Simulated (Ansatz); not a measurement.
# linear Tc chain under tension and compression

Does stretching change the magnetism or the channel count of the linear Tc chain?

Main program and level: Ansatz 0.2.0; DFT PBE, plane waves, PAW; relaxation of a chain's period, in the first sound run; inputs show where later runs differ.

### 1. Set-up

The cell holds 1 atom: 1 Tc. Its edges and angles: a = 7.500 Å, b = 7.500 Å, c = 2.734 Å, α = 90.0°, β = 90.0°, γ = 90.0°. Vacuum lies along a and b. The structure's axis is c.

### 2. Relaxing the period

Band widths follow the bond lengths, so the chain is relaxed first. The atoms and the third cell vector are free; the box across stays fixed as vacuum. Moments are seeded so that a magnetic state can form if it lies lower. A Fermi-Dirac smearing is set since the result may be a metal. The pressure printed is a third of the stress's trace over the whole box, vacuum included; only the stress along the axis is relaxed.

input.yaml

```yaml
crystal:
  lattice:
    - [7.5, 0.0, 0.0]
    - [0.0, 7.5, 0.0]
    - [0.0, 0.0, 2.7342]
  atoms:
    - { symbol: Tc, position: [0.5, 0.5, 0.0], spin: 2.0 }
magnetization:
  spin_polarized: true
kpoints:
  mp_grid: { grid: [1, 1, 30] }
scf:
  occupations: { method: fermi_dirac, width: 0.05 }
hamiltonian:
  xc: pbe
relax:
  cell: { fix: [a, b, alpha, beta, gamma] }
  max_steps: 60
```

Command:

```console
> ansatz run input.yaml --threads 4 --pin off --max-ram 8192MiB --backend cpu --events-out ev --progress --plain --runs-dir out
```

Numbers of over 12 decimals in the logs are rounded to 6 here.

What it wrote:

```text
Engine: ansatz 0.2.0, aarch64-unknown-linux-gnu
Pseudopotentials: kind: paw
Pseudopotential: Tc, paw, valence charge 15, recommended cutoff 500 eV (normal), Tc.paw.azcp
Functional definition: PBE
  parameter kappa = 0.804
  parameter beta = 0.066725
  exchange = pbe_x(kappa = kappa, mu = beta*pi^2/3)
  correlation = pbe_c(beta = beta)
Crystal: 1 atoms, lattice volume = 153.799 Å³
Basis set: ecut = 500 eV, 3865 PW (Γ), exchange–correlation on 120×120×40 points (8 copies of the dense FFT grid, shifted against one another)
Bands: 13, of which v1, the nominal top of the filled ones, is band 8 counted from 1 (7 counted from 0)
Symmetry: 16 space group operations
Space group: P4/mmm (ITA 123), of the structure as read, at distance tolerance 5.4e-5 Å
Magnetic group: BNS 123.339 (UNI 999), of the structure as read, at distance tolerance 5.4e-5 Å
k-points: 16 of 30
Non-local potential: Tc, projectors of the file, l = 0: 3, l = 1: 3, l = 2: 2, l = 3: 2
PAW form: soft (Blöchl's): semilocal exchange-correlation on the pseudo side does not see the compensation charge
PAW one-centre angular grid: Tc, 590 points (default); XC on 64 Gauss nodes
Initial density: superposition of atomic densities (neutral atoms: chi_scale 0, normalization atom)
Starting moments: Σ|m| = 2 μB on 1 of 1 site
Initial wavefunctions: pseudopotential atomic-orbital guess
Functional: x = pbe(κ = 0.804, μ = 0.219515), c = pbe(β = 0.066725)
SCF iter   1: F=—  HF=-5392.503213 eV  |F-HF|=—  |Δ(HF+E_count)|=         —  Δρ=1.87e-2 (↑1.80e-2 ↓1.87e-2)  dr2=1.32e0  dr2_m=3.32e-1  M=2.543 μB ∫|m|=2.543 μB  β_m=0.30  ethr=3.10e-3  ⟨swp⟩=5.4  Hψ=2221  notcnv=0
Mixer restart at iter 1: flushing history
preconditioner: auto → LDOS  [metal: Δε(μ)=0.048 eV  Ē_g=4.677 eV  σ=0.050 eV  W_gap=0.23  n_scr=12 (ndim 8)  ℏωp=7.9 eV  f_vac=0.616  D(μ)=4.49/eV (n_scr^D=20)]
spin=Collinear: LDOS preconditioning applied to the charge; magnetization (m = ρ↑ − ρ↓) channel mixes plain (no charge-response kernel on spin).
SCF iter   2: F=—  HF=-5392.638199 eV  |F-HF|=—  |Δ(HF+E_count)|=   1.35e-1  Δρ=1.34e-2 (↑1.32e-2 ↓1.34e-2)  dr2=6.84e-1  dr2_m=1.81e-1  M=2.677 μB ∫|m|=2.677 μB  β_m=0.65  ethr=3.10e-3  ⟨swp⟩=2.2  Hψ=845  notcnv=0  defer=2
SCF iter   3: F=—  HF=-5392.862804 eV  |F-HF|=—  |Δ(HF+E_count)|=   2.25e-1  Δρ=5.85e-3 (↑5.85e-3 ↓5.17e-3)  dr2=5.83e-2  dr2_m=3.42e-2  M=3.222 μB ∫|m|=3.222 μB  β_m=0.82  ethr=3.10e-3  ⟨swp⟩=3.1  Hψ=814  notcnv=0  defer=2
SCF iter   4: F=—  HF=-5392.981333 eV  |F-HF|=—  |Δ(HF+E_count)|=         —  Δρ=4.99e-3 (↑4.99e-3 ↓4.05e-3)  dr2=1.52e-2  dr2_m=2.53e-2  M=3.696 μB ∫|m|=3.696 μB  β_m=0.82  ethr=3.88e-4  ⟨swp⟩=3.2  Hψ=1046  notcnv=0  defer=4
Mixer restart at iter 4: flushing history
SCF iter   5: F=—  HF=-5392.981420 eV  |F-HF|=—  |Δ(HF+E_count)|=   8.69e-5  Δρ=1.87e-3 (↑1.87e-3 ↓1.24e-3)  dr2=2.52e-3  dr2_m=3.16e-3  M=3.744 μB ∫|m|=3.744 μB  β_m=0.91  ethr=1.02e-4  ⟨swp⟩=2.1  Hψ=765  notcnv=0  defer=5
SCF iter   6: F=—  HF=-5392.981896 eV  |F-HF|=—  |Δ(HF+E_count)|=   4.76e-4  Δρ=5.56e-4 (↑5.56e-4 ↓2.54e-4)  dr2=6.67e-4  dr2_m=1.64e-4  M=3.787 μB ∫|m|=3.787 μB  β_m=0.91  ethr=1.68e-5  ⟨swp⟩=2.5  Hψ=721  notcnv=0  defer=5
SCF iter   7: F=—  HF=-5392.981859 eV  |F-HF|=—  |Δ(HF+E_count)|=   3.69e-5  Δρ=1.41e-4 (↑1.41e-4 ↓1.24e-4)  dr2=2.55e-5  dr2_m=1.62e-5  M=3.790 μB ∫|m|=3.790 μB  β_m=0.95  ethr=4.45e-6  ⟨swp⟩=2.6  Hψ=770  notcnv=0  defer=5
SCF iter   8: F=—  HF=-5392.981872 eV  |F-HF|=—  |Δ(HF+E_count)|=   1.33e-5  Δρ=3.01e-5 (↑2.63e-5 ↓3.01e-5)  dr2=3.32e-6  dr2_m=9.36e-8  M=3.790 μB ∫|m|=3.790 μB  β_m=0.96  ethr=1.70e-7  ⟨swp⟩=2.5  Hψ=771  notcnv=0  defer=5
SCF iter   9: F=—  HF=-5392.981874 eV  |F-HF|=—  |Δ(HF+E_count)|=   1.68e-6  Δρ=4.33e-6 (↑4.33e-6 ↓4.16e-6)  dr2=9.05e-8  dr2_m=1.93e-9  M=3.790 μB ∫|m|=3.790 μB  β_m=0.98  ethr=2.21e-8  ⟨swp⟩=2.2  Hψ=666  notcnv=0  defer=5
SCF iter  10: F=-5392.981874 eV  HF=-5392.981874 eV  |F-HF|=5.59e-9  |Δ(HF+E_count)|=   7.83e-8  Δρ=8.30e-7 (↑8.30e-7 ↓7.34e-7)  dr2=1.02e-9  dr2_m=3.45e-10  M=3.790 μB ∫|m|=3.790 μB  ethr=6.04e-10  ⟨swp⟩=2.2  Hψ=1354  notcnv=0
SCF 1 converged in 10 iterations: F = -5392.981874 eV  dr2 = 1.02e-9
  greatest PAW one-centre occupation: 0.989 electrons in one spin orbital (limit 2), on the Tc atom at site 0 (counted from 0), in its partial waves of l = 0
relax step   1: F+E_penalty+E_count = -5392.98187421 eV  Δ(F+E_penalty+E_count) = +0.000e0 eV  max|allowed force component| = 0.000e0 eV/Å  Δτ_max = 0.0000 Å  P = -1.375 GPa  Ω = 153.799 Å³  fix = [a, b, alpha, beta, gamma]  reactions: a -0.162, b -0.162 GPa  (10 SCF iters, dr2 threshold 1.00e-7 eV, accepted)
Crystal: 1 atoms, lattice volume = 146.301 Å³
Basis set: ecut = 500 eV, 3745 PW (Γ), exchange–correlation on 120×120×40 points (8 copies of the dense FFT grid, shifted against one another)
Initial density: handed on by an earlier stage of this run
Starting moments: Σ|m| = 2 μB on 1 of 1 site; this step starts from the density that it was given
Initial wavefunctions: those handed on with the density
iter 1 solved again at ethr=9.85e-5 eV; its pass at ethr=3.10e-3 eV (dr2=1.48e-2 eV) is discarded
SCF iter   1: F=—  HF=-5393.183452 eV  |F-HF|=—  |Δ(HF+E_count)|=         —  Δρ=6.93e-3 (↑6.93e-3 ↓4.85e-3)  dr2=1.56e-2  dr2_m=4.16e-2  M=3.401 μB ∫|m|=3.401 μB  β_m=0.30  ethr=9.85e-5  ⟨swp⟩=1.0  Hψ=2904  notcnv=0
preconditioner: auto → LDOS  [metal: Δε(μ)=0.011 eV  Ē_g=5.028 eV  σ=0.050 eV  W_gap=0.05  n_scr=12 (ndim 8)  ℏωp=8.1 eV  f_vac=0.658  D(μ)=2.48/eV (n_scr^D=12)]
spin=Collinear: LDOS preconditioning applied to the charge; magnetization (m = ρ↑ − ρ↓) channel mixes plain (no charge-response kernel on spin).
SCF iter   2: F=—  HF=-5393.175071 eV  |F-HF|=—  |Δ(HF+E_count)|=   8.38e-3  Δρ=4.94e-3 (↑4.94e-3 ↓3.61e-3)  dr2=6.89e-3  dr2_m=2.21e-2  M=3.386 μB ∫|m|=3.386 μB  β_m=0.65  ethr=9.85e-5  ⟨swp⟩=2.1  Hψ=530  notcnv=0
SCF iter   3: F=—  HF=-5393.168501 eV  |F-HF|=—  |Δ(HF+E_count)|=   6.57e-3  Δρ=6.81e-4 (↑6.81e-4 ↓5.22e-4)  dr2=1.74e-4  dr2_m=4.15e-4  M=3.321 μB ∫|m|=3.322 μB  β_m=0.76  ethr=4.59e-5  ⟨swp⟩=2.5  Hψ=811  notcnv=0
SCF iter   4: F=—  HF=-5393.168884 eV  |F-HF|=—  |Δ(HF+E_count)|=   3.82e-4  Δρ=1.62e-4 (↑1.62e-4 ↓1.30e-4)  dr2=2.03e-5  dr2_m=2.11e-5  M=3.300 μB ∫|m|=3.300 μB  β_m=0.88  ethr=1.16e-6  ⟨swp⟩=2.8  Hψ=818  notcnv=0
SCF iter   5: F=—  HF=-5393.168969 eV  |F-HF|=—  |Δ(HF+E_count)|=   8.49e-5  Δρ=4.19e-5 (↑4.19e-5 ↓2.56e-5)  dr2=3.10e-6  dr2_m=1.35e-6  M=3.287 μB ∫|m|=3.287 μB  β_m=0.94  ethr=1.35e-7  ⟨swp⟩=2.4  Hψ=749  notcnv=0
[...]
relax step   5: F+E_penalty+E_count = -5393.75779309 eV  Δ(F+E_penalty+E_count) = -1.870e-1 eV  max|allowed force component| = 0.000e0 eV/Å  Δτ_max = 0.0000 Å  P = -0.800 GPa  Ω = 123.808 Å³  energy of the carried Pulay correction = +2.620e-4 eV  fix = [a, b, alpha, beta, gamma]  reactions: a -0.237, b -0.237 GPa  (12 SCF iters, dr2 threshold 1.00e-7 eV, accepted)
[...]
relax step   6: F+E_penalty+E_count = -5393.64257566 eV  Δ(F+E_penalty+E_count) = +1.152e-1 eV  max|allowed force component| = 0.000e0 eV/Å  Δτ_max = 0.0000 Å  P = +2.434 GPa  Ω = 116.450 Å³  energy of the carried Pulay correction = +3.301e-4 eV  fix = [a, b, alpha, beta, gamma]  (8 SCF iters, dr2 threshold 1.00e-7 eV, rejected (line search))
[...]
relax step   7: F+E_penalty+E_count = -5393.76848674 eV  Δ(F+E_penalty+E_count) = -1.069e-2 eV  max|allowed force component| = 0.000e0 eV/Å  Δτ_max = 0.0000 Å  P = -0.287 GPa  Ω = 122.347 Å³  energy of the carried Pulay correction = +2.753e-4 eV  fix = [a, b, alpha, beta, gamma]  reactions: a -0.239, b -0.239 GPa  (10 SCF iters, accepted)
[...]
relax step   8: F+E_penalty+E_count = -5393.76889712 eV  Δ(F+E_penalty+E_count) = -4.104e-4 eV  max|allowed force component| = 0.000e0 eV/Å  Δτ_max = 0.0000 Å  P = -0.150 GPa  Ω = 121.983 Å³  energy of the carried Pulay correction = +2.787e-4 eV  fix = [a, b, alpha, beta, gamma]  reactions: a -0.239, b -0.239 GPa  (7 SCF iters, dr2 threshold 1.00e-7 eV, accepted)
Basis set: ecut = 500 eV, 3055 PW (Γ), exchange–correlation on 120×120×32 points (8 copies of the dense FFT grid, shifted against one another)
Initial wavefunctions: pseudopotential atomic-orbital guess (no wavefunctions were taken with the density)
iter 1 solved again at ethr=1.52e-7 eV; its pass at ethr=3.10e-3 eV (dr2=2.29e-5 eV) is discarded
SCF iter   1: F=—  HF=-5393.768488 eV  |F-HF|=—  |Δ(HF+E_count)|=         —  Δρ=5.55e-5 (↑5.54e-5 ↓5.55e-5)  dr2=3.67e-6  dr2_m=1.28e-11  M=0.000 μB ∫|m|=0.000 μB  β_m=0.65  ethr=1.52e-7  ⟨swp⟩=3.6  Hψ=3640  notcnv=0
preconditioner: auto → Resta (q_TF=auto, 1.924 Å⁻¹)  ε∞=2.9  [insulator: Δε(μ)=0.217 eV  Ē_g=6.377 eV  σ=0.050 eV  W_gap=0.73  n_scr=20 (ndim 8)  ℏωp=8.9 eV  f_vac=0.660  D(μ)=1.50/eV (n_scr^D=8)  ε∞_Penn≈2.9  vacuum switching on, ρ_ref=2.9e-3 e/Å³]
spin=Collinear: Resta preconditioning applied to the charge; magnetization (m = ρ↑ − ρ↓) channel mixes plain (no charge-response kernel on spin).
SCF iter   2: F=—  HF=-5393.768491 eV  |F-HF|=—  |Δ(HF+E_count)|=   2.98e-6  Δρ=2.11e-5 (↑2.11e-5 ↓2.10e-5)  dr2=5.03e-7  dr2_m=6.50e-12  M=0.000 μB ∫|m|=0.000 μB  β_m=0.45  ethr=2.44e-8  ⟨swp⟩=2.9  Hψ=664  notcnv=0
SCF iter   3: F=—  HF=-5393.768493 eV  |F-HF|=—  |Δ(HF+E_count)|=   2.25e-6  Δρ=1.43e-5 (↑1.43e-5 ↓1.43e-5)  dr2=1.94e-7  dr2_m=4.51e-12  M=0.000 μB ∫|m|=0.000 μB  β_m=0.72  ethr=3.36e-9  ⟨swp⟩=2.4  Hψ=572  notcnv=0
SCF iter   4: F=—  HF=-5393.768496 eV  |F-HF|=—  |Δ(HF+E_count)|=   2.50e-6  Δρ=3.99e-6 (↑3.99e-6 ↓3.95e-6)  dr2=9.53e-8  dr2_m=1.15e-12  M=0.000 μB ∫|m|=0.000 μB  β_m=0.86  ethr=1.29e-9  ⟨swp⟩=2.7  Hψ=649  notcnv=0
SCF iter   5: F=—  HF=-5393.768496 eV  |F-HF|=—  |Δ(HF+E_count)|=   3.08e-7  Δρ=7.29e-7 (↑7.22e-7 ↓7.29e-7)  dr2=2.77e-9  dr2_m=1.71e-13  M=0.000 μB ∫|m|=0.000 μB  β_m=0.93  ethr=6.36e-10  ⟨swp⟩=2.1  Hψ=632  notcnv=0
SCF iter   6: F=—  HF=-5393.768496 eV  |F-HF|=—  |Δ(HF+E_count)|=   1.21e-8  Δρ=1.03e-7 (↑9.95e-8 ↓1.03e-7)  dr2=5.34e-11  dr2_m=1.70e-14  M=0.000 μB ∫|m|=0.000 μB  β_m=0.97  ethr=1.85e-11  ⟨swp⟩=2.0  Hψ=614  notcnv=0
SCF iter   7: F=—  HF=-5393.768496 eV  |F-HF|=—  |Δ(HF+E_count)|=   1.20e-7  Δρ=6.36e-8 (↑6.36e-8 ↓6.36e-8)  dr2=8.00e-12  dr2_m=1.64e-15  M=0.000 μB ∫|m|=0.000 μB  β_m=0.89  ethr=1.00e-12  ⟨swp⟩=2.6  Hψ=662  notcnv=0
SCF iter   8: F=—  HF=-5393.768496 eV  |F-HF|=—  |Δ(HF+E_count)|=  5.46e-12  Δρ=2.55e-8 (↑2.55e-8 ↓2.50e-8)  dr2=1.35e-12  dr2_m=6.13e-16  M=0.000 μB ∫|m|=0.000 μB  β_m=0.95  ethr=1.00e-12  ⟨swp⟩=1.0  Hψ=416  notcnv=0
SCF iter   9: F=-5393.768496 eV  HF=-5393.768496 eV  |F-HF|=9.09e-13  |Δ(HF+E_count)|=  1.18e-11  Δρ=6.07e-9 (↑6.07e-9 ↓5.91e-9)  dr2=2.61e-13  dr2_m=2.53e-17  M=0.000 μB ∫|m|=0.000 μB  ethr=1.00e-12  ⟨swp⟩=4.1  Hψ=1558  notcnv=0
the starting moments were not kept: the SCF closed with an absolute magnetisation of 1.1e-8 μB, where they sum to 2 μB in size (1 site). That is at most 0.1 of that sum. Measured as dr2_m measures the in/out step, that magnetisation stands 5.3e-17 eV from none, at or under the dr2_threshold of 1.0e-11 eV: it is no larger than a step whose dr2_m would equal this threshold.
SCF 9 converged in 9 iterations: F = -5393.768496 eV  dr2 = 2.61e-13
relax step   9: F+E_penalty+E_count = -5393.76849589 eV  Δ(F+E_penalty+E_count) = +4.012e-4 eV  max|allowed force component| = 0.000e0 eV/Å  Δτ_max = 0.0000 Å  P = -0.149 GPa  Ω = 121.983 Å³  fix = [a, b, alpha, beta, gamma]  reactions: a -0.238, b -0.238 GPa  stress off target by 3.04e-2 GPa on what of the cell is left free  SCF on the basis re-selected at this cell (its energy is not comparable with the rows above)  (9 SCF iters)
basis re-selected at this cell: Δ(F+E_penalty+E_count) = +4.012e-4 eV, ΔP = +0.001 GPa vs the last step (what re-selecting the basis moved, of the pressure what is left beyond the Pulay correction that the steps carried, after the strain that the cell walked since its last selection, with what the two solves' SCF thresholds leave and, on support functions, any second-order correction that the steps lacked; it is no measure of the basis error at this ecutwfc). The dense FFT grid was sized anew with the basis: this SCF ran on 60×60×16 points, the steps before it on 60×60×20, so part of this shift can come from that change (see relax.cell in the input reference). [rest of the remark cut]
SCF converged after 9 iterations
Magnetization: 0.0000 μB (7.5000 up, 7.5000 down)
Absolute magnetization: 0.0000 μB (∫|ρ↑−ρ↓|, with the PAW one-centre terms)
Spin contamination: 0.0000 ħ² per cell (⟨S²⟩ above its minimum at these occupations)
Per-site moments (μB) at R_I (Å): [(7.041380372937136e-9, 0.894539)]
Free energy (F): -5393.768496 eV
Harris-Foulkes:  -5393.768496 eV  (|F-HF|=9.09e-13)
Internal energy: -5393.755584 eV  (E = F + TS)
E sigma→0 (E₀):  -5393.762040 eV
Entropy (-TS):   -0.012912 eV (-12.912 meV/atom)
Fermi energy:    -1.607522 eV
--- Per-component energies (eV) ---
  E_band       = -403.009602
  E_kinetic    = 627.336417
  E_local      = -4125.081463  (includes V_loc(G=0)·N_el)
  E_nonlocal   = 286.942948
  E_hartree    = 1609.370681
  E_xc         = -236.427212
  E_vxc        = -290.621785  (∫ρ·V_xc dr)
  E_paw        = -3278.554655  (= ΣΔE_a)
  E_vpaw       = -120.327090  (= ΣTr[D̂ρ^β])
  E_aug_tail   = -0.000029  (compensation charges beyond the density's cutoff)
  E_ewald      = -277.342272
  E_smearing   = -0.012912  (= −TS)
  E_closure    = 0.000000  (closes the sum)
  Σ components = -5393.768496   (vs F -5393.768496, Δ=0.00e0)
--- Forces (eV/Å), atoms counted from 1 ---
  atom   1  Tc     0.00000000    -0.00000000     0.00000000
  max |Σ_I F_I| component: 6.31e-29 eV/Å
--- Stress (GPa, compression-positive) ---
       -0.238345       0.000000       0.000000
        0.000000      -0.238345       0.000000
        0.000000       0.000000       0.030437
  P = ⅓ Tr σ = -0.1488 GPa (-1.488 kbar)
--- Relaxed structure (8 steps of the walk, 7 accepted, 1 SCFs on fresh bases) ---
  F+E_penalty+E_count = -5393.76849589 eV   max|allowed force component| = 0.000e0 eV/Å   (the final SCF, on the basis selected at the relaxed cell)
  cell:  # Å, volume = 121.9826 Å³
    - [7.5, 0.0, 0.0]
    - [0.0, 7.5, 0.0]
    - [0.0, 0.0, 2.168580]
  atoms:
    - { symbol: Tc, position: [0.5, 0.5, 0.0] }
```

The job ended after 12 s (4 threads of Arm Neoverse V2, shared host; peak memory 0.44 GiB; 46 s of CPU time).

Relaxation path:

```
step  energy less that of the first step (eV)  largest force component (eV/Å)  pressure (GPa)  volume (Å³)
   1                                   0.0000                          0.0000           -1.38       153.80
   2                                  -0.1871                          0.0000           -1.55       146.30
   3                                  -0.4016                          0.0000           -1.65       138.80
   4                                  -0.5889                          0.0000           -1.09       131.31
   5                                  -0.7759                          0.0000           -0.80       123.81
   6                                  -0.6607                          0.0000            2.43       116.45
   7                                  -0.7866                          0.0000           -0.29       122.35
   8                                  -0.7870                          0.0000           -0.15       121.98
  9*                                  -0.7866                          0.0000           -0.15       121.98
```

Relaxation steps marked * repeat the geometry before them on a plane-wave basis chosen anew for their cell, so energy and pressure can jump there. Relaxation step 6 was tried and not accepted.

```
cell as run  before  after   change
      c (Å)   2.734  2.169  -20.7 %
```

Final coordinates:

```xyz
1
Lattice="7.5000 0.0000 0.0000 0.0000 7.5000 0.0000 0.0000 0.0000 2.1686" Properties=species:S:1:pos:R:3
Tc    3.7500    3.7500    0.0000
```

Numbers from this step:

- energy at zero smearing: -5393.7620 eV
- cell length along the wire: 2.169 Å

The cell's length comes to 2.169 Å with no moment. That is -21 % against the start, more than a small adjustment.

The cell shrank by 20.7 % in its periodic edges.

(Continued in part 2 of 3.)

[Logs are printed without paths, hosts, clocks, repeated set-up lines and the standing remarks that a program may print on its own settings, such as how far it seeks lower states.]

[Hosts, paths, dates, database ids (printed as entryN), source tags and the programs' standing remarks are cut or masked in the printed files.]
